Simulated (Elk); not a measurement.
## Optical response of W

Aim: the dielectric function of W, and the optical constants that follow from it.

Main program and level: Elk 11.2.3 (patched build); DFT, PBE, all-electron APW+lo, Dirac cores, scalar-relativistic bands, independent-particle optical response without local fields.

## (1) Starting point

Symmetry: Im-3m, No. 229, cubic system. The conventional cell has a = 3.165 Å, b = 3.165 Å, c = 3.165 Å, α = 90.00°, β = 90.00°, γ = 90.00°. Nearest to W lie 8 W at 2.74 Å.

Coordinates:

```cif
data_structure
_symmetry_space_group_name_H-M 'P 1'
_symmetry_Int_Tables_number 1
_cell_length_a 2.7407
_cell_length_b 2.7407
_cell_length_c 2.7407
_cell_angle_alpha 109.471
_cell_angle_beta 109.471
_cell_angle_gamma 109.471
_cell_volume 15.85
loop_
_atom_site_label
_atom_site_type_symbol
_atom_site_fract_x
_atom_site_fract_y
_atom_site_fract_z
_atom_site_occupancy
W1 W 0.00000 0.00000 0.00000 1
```

## (2) Ground state

First the ground state: is it a metal or has it a gap?

This step: DFT, PBE, all-electron APW+lo, Dirac cores, scalar-relativistic bands, ground state (Elk 11.2.3 (patched build)).

The input, elk.in:

```
tasks
  0
  120

xctype
  20

nempty
  10

lorbcnd
  .true.

rgkmax
  7.0

swidth
  0.0018375

maxscl
  100

epsengy
  1e-05

sppath
  './'

avec
  -2.990198684671 2.990198684671 2.990198684671
  2.990198684671 -2.990198684671 2.990198684671
  2.990198684671 2.990198684671 -2.990198684671

atoms
  1
  'W.in'
  1
  0.000000000000 0.000000000000 0.000000000000   0.000 0.000 0.000

ngridk
  18 18 18
```

Command:

```bash
$ OMP_NUM_THREADS=4 elk
```

The program printed:

```text
┌─────────────────────────┐
│ Elk code version 11.2.3 │
└─────────────────────────┘

All units are atomic (Hartree, Bohr, etc.)

┌─────────────────────────────────────────────────┐
│ Ground-state run starting from atomic densities │
└─────────────────────────────────────────────────┘

Lattice vectors :
  -2.990198685       2.990198685       2.990198685
   2.990198685      -2.990198685       2.990198685
   2.990198685       2.990198685      -2.990198685

Reciprocal lattice vectors :
  0.2767662148E-16   1.050630070       1.050630070
   1.050630070      0.2767662148E-16   1.050630070
   1.050630070       1.050630070      0.2767662148E-16

Unit cell volume      :    106.9449125
Brillouin zone volume :    2.319420415

Muffin-tin inner radius fraction :   0.1000000000E-01

Nuclei treated as point charges

Species : 1 (W)
 parameters loaded from : W.in
 name : tungsten
 nuclear charge    :   -74.00000000
 electronic charge :    74.00000000
 atomic mass :    335119.8193
 muffin-tin radius :    2.564588023
 number of radial points in muffin-tin :   1393
 inner part over the whole radius :   0.9919746832E-02
 number on inner part of muffin-tin    :    997
 approximate nuclear radius :   0.1010025921E-03
 number of mesh points to nuclear radius :    522
 atomic positions (lattice), magnetic fields (Cartesian) :
  1 :   0.00000000  0.00000000  0.00000000    0.00000000  0.00000000  0.00000000

Total number of atoms per unit cell :    1
Total muffin-tin volume :    70.65476213
 ratio of muffin-tin to unit cell volume :   0.6606650138

Spin treatment :
 spin-unpolarised

Number of Bravais lattice symmetries :   48
Number of crystal symmetries         :   48
Crystal has inversion symmetry
Real symmetric eigensolver will be used

k-point grid :     18    18    18
k-point offset :    0.000000000       0.000000000       0.000000000
k-point set is reduced with full crystal symmetry group
Total number of k-points :      195

Muffin-tin radius times maximum |G+k| :    7.000000000
 using average radius
Maximum |G+k| for APW functions       :    2.729483229
Maximum (1/2)|G+k|²                   :    3.725039350
Maximum |G| for potential and density :    12.00000000
Constant for pseudocharge density :    8
 order of it for each species :   15
 order of it for pair densities of each species (exact exchange by exxq0 0: 15) :   10
Radial integration step length :    1

G-vector grid sizes :     20    20    20
Number of G-vectors :     3103

Maximum angular momentum used for
 APW functions            :    8
 outer part of muffin-tin :    6
 inner part of muffin-tin :    2

Total nuclear charge    :   -74.00000000
Total core charge       :    46.00000000
Total valence charge    :    28.00000000
Total excess charge     :    0.000000000
Total electronic charge :    74.00000000

Effective Wigner radius, rₛ :   0.7013690545

Number of empty states         :     10
Total number of valence states :     25
Total number of core states    :     46

Conduction state local-orbitals added automatically
Third-order local-orbitals added for an l without core states : F
Total number of local-orbitals :     81

Exchange-correlation functional :     20     0     0
 Perdew-Burke-Ernzerhof, Phys. Rev. Lett. 77, 3865 (1996)
 gradient requirement :    1
 generalised gradient approximation (GGA)

Smearing type :    3
 Fermi-Dirac
Smearing width :   0.1837500000E-02
Effective electronic temperature (K) :    580.2366081

Mixing type :    3
 Broyden mixing, J. Phys. A: Math. Gen. 17, L317 (1984)

Kohn-Sham potential initialised from atomic data

┌──────────────────────────────┐
│ Self-consistent loop started │
└──────────────────────────────┘

┌─────────────────┐
│ Loop number : 1 │
└─────────────────┘

Energies :
 Fermi                       :     0.345533
 sum of occupied eigenvalues :     -9897.7144498536
 electron kinetic            :      18209.482546640
 core electron kinetic       :      17573.871653884
 Coulomb                     :     -34050.804595213
 Coulomb potential           :     -27682.848187361
 nuclear-nuclear             :     -1666.1470080094
 electron-nuclear            :     -37127.798171508
 Hartree                     :      4743.1405843047
 Madelung                    :     -20209.380501532
 xc potential                :     -424.34880913332
 exchange                    :     -320.64901883090
 correlation                 :     -4.514462
 electron entropic           :    -0.196402E-03
 total energy                :     -16166.485725559

Density of states at Fermi energy :    18.90927885
 (states/Hartree/unit cell)

Estimated indirect band gap :   0.8569938289E-03
 from k-point 178 to k-point 111
Estimated direct band gap   :   0.1335948812E-01
 at k-point 178

Charges :
 core                        :    46.00000000
 valence                     :    28.00000000
 interstitial                :    1.769199481
 muffin-tins (core leakage)
  species : 1 (W)
   atom 1                    :    72.23080052     (  0.3036393323E-06)
 total in muffin-tins        :    72.23080052
 total calculated charge     :    74.00013113
 total charge                :    74.00000000
 error                       :   0.1311254663E-03

┌─────────────────┐
│ Loop number : 2 │
└─────────────────┘

Energies :
 Fermi                       :     0.346857
 sum of occupied eigenvalues :     -9897.7207085429
 electron kinetic            :      18209.453548986
 core electron kinetic       :      17573.799536511
 Coulomb                     :     -34050.935093897
 Coulomb potential           :     -27682.769295414
 nuclear-nuclear             :     -1666.1470080094
 electron-nuclear            :     -37128.140638820
 Hartree                     :      4743.3525529326
 Madelung                    :     -20209.550446189
 xc potential                :     -424.40496211442
 exchange                    :     -320.65500099053
 correlation                 :     -4.514481
 electron entropic           :    -0.196534E-03
 total energy                :     -16166.651222968

Density of states at Fermi energy :    18.90094940
 (states/Hartree/unit cell)

Estimated indirect band gap :   0.8612050254E-03
 from k-point 178 to k-point 111
Estimated direct band gap   :   0.1343109335E-01
 at k-point 178

Charges :
 core                        :    46.00000000
 valence                     :    28.00000000
 interstitial                :    1.767573298
 muffin-tins (core leakage)
  species : 1 (W)
   atom 1                    :    72.23242670     (  0.3027426416E-06)
 total in muffin-tins        :    72.23242670
 total calculated charge     :    74.00013139
 total charge                :    74.00000000
 error                       :   0.1313890480E-03

RMS change in Kohn-Sham potential (target) :   0.1650583571     (  0.1000000000E-05)
Absolute change in total energy (target)   :   0.1654974092     (  0.1000000000E-04)

[... 13 loops left out ...]

┌──────────────────┐
│ Loop number : 16 │
└──────────────────┘

Energies :
 Fermi                       :     0.510172
 sum of occupied eigenvalues :     -9889.7984466717
 electron kinetic            :      18214.351492586
 core electron kinetic       :      17573.997949854
 Coulomb                     :     -34055.074910915
 Coulomb potential           :     -27678.397233969
 nuclear-nuclear             :     -1666.1470080094
 electron-nuclear            :     -37141.105533308
 Hartree                     :      4752.1776304024
 Madelung                    :     -20215.876293931
 xc potential                :     -425.75270528853
 exchange                    :     -320.89173629291
 correlation                 :     -4.514330
 electron entropic           :    -0.191356E-03
 total energy                :     -16166.129676372

Density of states at Fermi energy :    18.05338732
 (states/Hartree/unit cell)

Estimated indirect band gap :   0.2669810319E-03
 from k-point 134 to k-point 161
Estimated direct band gap   :   0.1007421638E-01
 at k-point 103

Charges :
 core                        :    46.00000000
 valence                     :    28.00000000
 interstitial                :    1.657433943
 muffin-tins (core leakage)
  species : 1 (W)
   atom 1                    :    72.34256606     (  0.2658810700E-06)
 total in muffin-tins        :    72.34256606
 total calculated charge     :    74.00014536
 total charge                :    74.00000000
 error                       :   0.1453621801E-03

RMS change in Kohn-Sham potential (target) :   0.1082786165E-07 (  0.1000000000E-05)
Absolute change in total energy (target)   :   0.9185549061E-05 (  0.1000000000E-04)

Convergence targets achieved

┌──────────────────┐
│ Loop number : 17 │
└──────────────────┘

Energies :
 Fermi                       :     0.510172
 sum of occupied eigenvalues :     -9889.7984472553
 electron kinetic            :      18214.351491987
 core electron kinetic       :      17573.997949411
 Coulomb                     :     -34055.074910793
 Coulomb potential           :     -27678.397233905
 nuclear-nuclear             :     -1666.1470080094
 electron-nuclear            :     -37141.105533182
 Hartree                     :      4752.1776303987
 Madelung                    :     -20215.876293840
 xc potential                :     -425.75270533702
 exchange                    :     -320.89173629170
 correlation                 :     -4.514330
 electron entropic           :    -0.191356E-03
 total energy                :     -16166.129676846

Density of states at Fermi energy :    18.05338726
 (states/Hartree/unit cell)

Estimated indirect band gap :   0.2669811275E-03
 from k-point 134 to k-point 161
Estimated direct band gap   :   0.1007421593E-01
 at k-point 103

Charges :
 core                        :    46.00000000
 valence                     :    28.00000000
 interstitial                :    1.657433941
 muffin-tins (core leakage)
  species : 1 (W)
   atom 1                    :    72.34256606     (  0.2658805300E-06)
 total in muffin-tins        :    72.34256606
 total calculated charge     :    74.00014536
 total charge                :    74.00000000
 error                       :   0.1453621748E-03

┌──────────────────────────────┐
│ Self-consistent loop stopped │
└──────────────────────────────┘

Wrote STATE.OUT
```

The job ended after 20 s (4 threads of Intel Xeon Platinum 8375C at 2.90GHz (Ice Lake), shared host; peak memory 0.09 GiB).

This step gave:

- total energy: -16166 Ha
- Fermi energy: 13.88 eV
- DOS at the Fermi level: 0.6634 states/eV/cell

There are states at the Fermi level within the smearing, so the occupations stay smeared and the carriers get a Drude term.

## (3) Independent particles

The spectrum is a sum over vertical transitions between filled and empty bands at the fixed density, so many empty bands are needed.

This step: DFT, PBE, all-electron APW+lo, Dirac cores, scalar-relativistic bands, independent-particle optical response without local fields (Elk 11.2.3 (patched build)).

Edit elk.in of step 2 so:

```diff
@@ -1,4 +1,9 @@
 tasks
-  0
-  120
+  121
+
+optcomp
+  1 1
+
+intraband
+  .true.
 
@@ -17,9 +22,7 @@
 swidth
-  0.0018375
+  0.0055124
 
-maxscl
-  100
-
-epsengy
-  1e-05
+wplot
+  400 100 0
+  0.0 0.51449
```

Command:

```bash
$ OMP_NUM_THREADS=4 elk
```

The program printed:

```text
┌─────────────────────────────────┐
│ Elk code version 11.2.3 started │
└─────────────────────────────────┘

Info(readinput): the functional depends on the density's gradient
 muffin-tin radial points multiplied by    2.00000
 (not where nrmtscf is given)

┌────────────────────┐
│ Current task : 121 │
└────────────────────┘
Info(checkmt): changed muffin-tin radius of species 1 (W) from   2.8000 to   2.5646

Info(dielectric):
 dielectric tensor written to EPSILON_ij.OUT
 optical conductivity written to SIGMA_ij.OUT
 plasma frequency written to PLASMA_ij.OUT
 for components
  i = 1, j = 1

┌──────────────────┐
│ Elk code stopped │
└──────────────────┘
```

Run time: 3.3 s. Hardware: 4 threads; peak memory 0.03 GiB.

Numbers from this step:

| Quantity | Value |
| --- | --- |
| Drude plasma energy, first axis | 8.907 eV |

Sum at mesh points, not converged in k. Im ε, E ∥ x against photon energy; read off at these points:

| photon energy (eV) | Im ε, E ∥ x |
| --- | --- |
| 0.5 | 149 |
| 1.0 | 25.2 |
| 1.5 | 23.0 |
| 2.0 | 23.2 |
| 2.5 | 26.6 |
| 3.0 | 18.5 |
| 3.5 | 20.3 |
| 4.0 | 18.2 |
| 4.5 | 18.6 |
| 5.0 | 21.7 |
| 5.5 | 21.4 |
| 6.0 | 13.1 |
| 6.5 | 9.28 |
| 7.0 | 6.44 |
| 7.5 | 4.64 |
| 8.0 | 3.57 |
| 8.5 | 3.24 |
| 9.0 | 3.68 |
| 9.5 | 3.88 |
| 10.0 | 4.03 |
| 10.5 | 5.04 |
| 11.0 | 3.90 |
| 11.5 | 4.06 |
| 12.0 | 2.83 |
| 12.5 | 2.44 |
| 13.0 | 2.91 |
| 13.5 | 2.00 |

Values under 1 per cm are given as 1; sum at mesh points, not converged in k. Absorption coefficient, E ∥ x against photon energy:

| photon energy (eV) | absorption coefficient, E ∥ x (1/cm) |
| --- | --- |
| 0.490 | 8.4e5 |
| 1.015 | 7.5e5 |
| 1.505 | 6.8e5 |
| 1.995 | 7.0e5 |
| 2.485 | 9.7e5 |
| 3.010 | 9.1e5 |
| 3.500 | 1.0e6 |
| 3.990 | 1.2e6 |
| 4.515 | 1.3e6 |
| 5.005 | 1.6e6 |
| 5.495 | 2.4e6 |
| 5.985 | 2.3e6 |
| 6.510 | 2.3e6 |
| 7.000 | 2.1e6 |
| 7.490 | 2.0e6 |
| 8.015 | 1.8e6 |
| 8.505 | 1.7e6 |
| 8.995 | 1.7e6 |
| 9.485 | 1.6e6 |
| 10.010 | 1.7e6 |
| 10.500 | 2.0e6 |
| 10.990 | 2.0e6 |
| 11.515 | 2.1e6 |
| 12.005 | 2.0e6 |
| 12.495 | 2.0e6 |
| 12.985 | 2.2e6 |
| 13.510 | 2.0e6 |

The loss function −Im 1/ε at q → 0, E ∥ x has structure finer than the step of the table below, so its rows give means over 0.25 eV. Peaks (eV: height): 9.240: 0.234, 11.305: 0.246, 12.635: 0.313.

Sum at mesh points, not converged in k. The loss function −Im 1/ε at q → 0, E ∥ x by energy loss; means over each step:

| energy loss (eV) | loss function −Im 1/ε at q → 0, E ∥ x |
| --- | --- |
| 0.50 | 0.00162 |
| 0.75 | 0.00281 |
| 1.00 | 0.00810 |
| 1.25 | 0.0207 |
| 1.50 | 0.0317 |
| 1.75 | 0.0418 |
| 2.00 | 0.0436 |
| 2.25 | 0.0392 |
| 2.50 | 0.0379 |
| 2.75 | 0.0473 |
| 3.00 | 0.0536 |
| 3.25 | 0.0539 |
| 3.50 | 0.0473 |
| 3.75 | 0.0464 |
| 4.00 | 0.0553 |
| 4.25 | 0.0583 |
| 4.50 | 0.0525 |
| 4.75 | 0.0482 |
| 5.00 | 0.0457 |
| 5.25 | 0.0374 |
| 5.50 | 0.0362 |
| 5.75 | 0.0408 |
| 6.00 | 0.0443 |
| 6.25 | 0.0488 |
| 6.50 | 0.0509 |
| 6.75 | 0.0566 |
| 7.00 | 0.0625 |
| 7.25 | 0.0691 |
| 7.50 | 0.0839 |
| 7.75 | 0.0937 |
| 8.00 | 0.109 |
| 8.25 | 0.131 |
| 8.50 | 0.161 |
| 8.75 | 0.192 |
| 9.00 | 0.194 |
| 9.25 | 0.226 |
| 9.50 | 0.219 |
| 9.75 | 0.214 |
| 10.00 | 0.223 |
| 10.25 | 0.217 |
| 10.50 | 0.183 |
| 10.75 | 0.185 |
| 11.00 | 0.195 |
| 11.25 | 0.233 |
| 11.50 | 0.212 |
| 11.75 | 0.195 |
| 12.00 | 0.228 |
| 12.25 | 0.231 |
| 12.50 | 0.265 |
| 12.75 | 0.283 |
| 13.00 | 0.241 |
| 13.25 | 0.254 |
| 13.50 | 0.290 |
| 13.75 | 0.343 |

Sum at mesh points, not converged in k. The reflectivity at normal incidence, E ∥ x by photon energy; read off at these points:

photon energy (eV), reflectivity at normal incidence, E ∥ x (%) and a bar from the least value:
```
    0.500       94.2 ##############################
    0.750       94.0 ##############################
    1.000       89.1 ###########################
    1.250       75.5 ####################
    1.500       68.8 #################
    1.750       60.6 #############
    2.000       56.6 ###########
    2.250       55.3 ##########
    2.500       60.0 ############
    2.750       56.2 ###########
    3.000       52.1 ########
    3.250       50.5 ########
    3.500       50.7 ########
    3.750       55.6 ##########
    4.000       52.7 #########
    4.250       49.5 #######
    4.500       49.9 #######
    4.750       53.1 #########
    5.000       54.3 ##########
    5.250       60.6 #############
    5.500       66.7 ################
    5.750       68.0 #################
    6.000       68.2 #################
    6.250       68.2 #################
    6.500       68.4 #################
    6.650       70.4 ##################
    6.750       69.1 #################
    7.000       67.7 ################
    7.250       68.3 #################
    7.500       64.9 ###############
    7.750       62.6 ##############
    8.000       62.1 ##############
    8.250       57.0 ###########
    8.500       53.5 #########
    8.750       45.8 #####
    9.000       46.1 #####
    9.250       39.2 ##
    9.500       39.0 ##
    9.750       39.9 ##
   10.000       36.8 #
   10.250       35.8 
   10.500       40.5 ##
   10.750       44.2 ####
   11.000       44.4 ####
   11.250       40.6 ##
   11.500       40.1 ##
   11.750       45.5 #####
   11.900       47.7 ######
   12.000       45.4 #####
   12.250       43.7 ####
   12.500       44.6 #####
   12.750       36.3 
   13.000       43.6 ####
   13.250       45.6 #####
   13.405       46.4 #####
   13.500       45.3 #####
   13.750       43.7 ####
```

Optical constants at common wavelengths, from n + ik = √ε:

| wavelength (nm) | n | k | R (%) | 1/α |
| --- | --- | --- | --- | --- |
| 1550 | 1.84 | 10.377 | 93.6 | 12 nm |
| 1064 | 2.19 | 5.786 | 79.9 | 15 nm |
| 800 | 2.68 | 4.270 | 66.3 | 15 nm |
| 532 | 3.88 | 3.539 | 57.3 | 12 nm |
| 405 | 3.12 | 2.956 | 51.5 | 11 nm |
| 365 | 3.37 | 2.742 | 49.3 | 11 nm |
| 308 | 2.95 | 3.043 | 52.5 | 8.1 nm |

A polished face would reflect 56 % of daylight and look light grey (CIE x = 0.310, y = 0.330 under D65).

## (4) What came out

- Drude plasma energy, first axis: 8.91 eV

In words: At this level (PBE, independent particles) W is a metal with a Drude plasma energy of 8.9 eV. The mesh is too coarse to trust the carriers' weight, the reflectivity or the colour to better than tens of per cent. Along x the bare Drude plasma energy is 8.9 eV; Re ε first rises through zero at 2.05 eV, far lower, because interband transitions screen the carriers. Im ε is 23 there, so the loss peak at that energy is weak. A polished face would reflect 56 % of daylight and look light grey (CIE x = 0.310, y = 0.330 under D65). The carriers' damping of 0.15 eV is typed, not computed; at 0.8 eV the carriers give 59 % of Im ε, the rest is interband. Spin-orbit coupling is left out although heavy atoms are present. The sum runs over mesh points 0.16 Å⁻¹ apart with no interpolation, so peaks are partly noise of the mesh, and the Drude plasma energy, a sum over the Fermi surface, isn't converged.

[Long decimals in the printed logs are rounded to 6 places.]

[Machine, clock and banner lines and Python warnings are left out of the logs.]

[Logs are printed without paths, hosts, clocks, repeated set-up lines and the standing remarks that a program may print on its own settings, such as how far it seeks lower states.]

[Hosts, paths, dates, database ids (printed as entryN), source tags and the programs' standing remarks are cut or masked in the printed files.]

[Where Elk ran, warnings of its patched build on accuracy (core leakage, angular cutoffs, spin-orbit splittings, empty states, lower magnetic states) are left out.]

[Where the starting crystal was built by hand or by swapping elements, it need not be the compound's stable phase.]

[The count of steps not shown may lack steps that the program refused or didn't finish.]
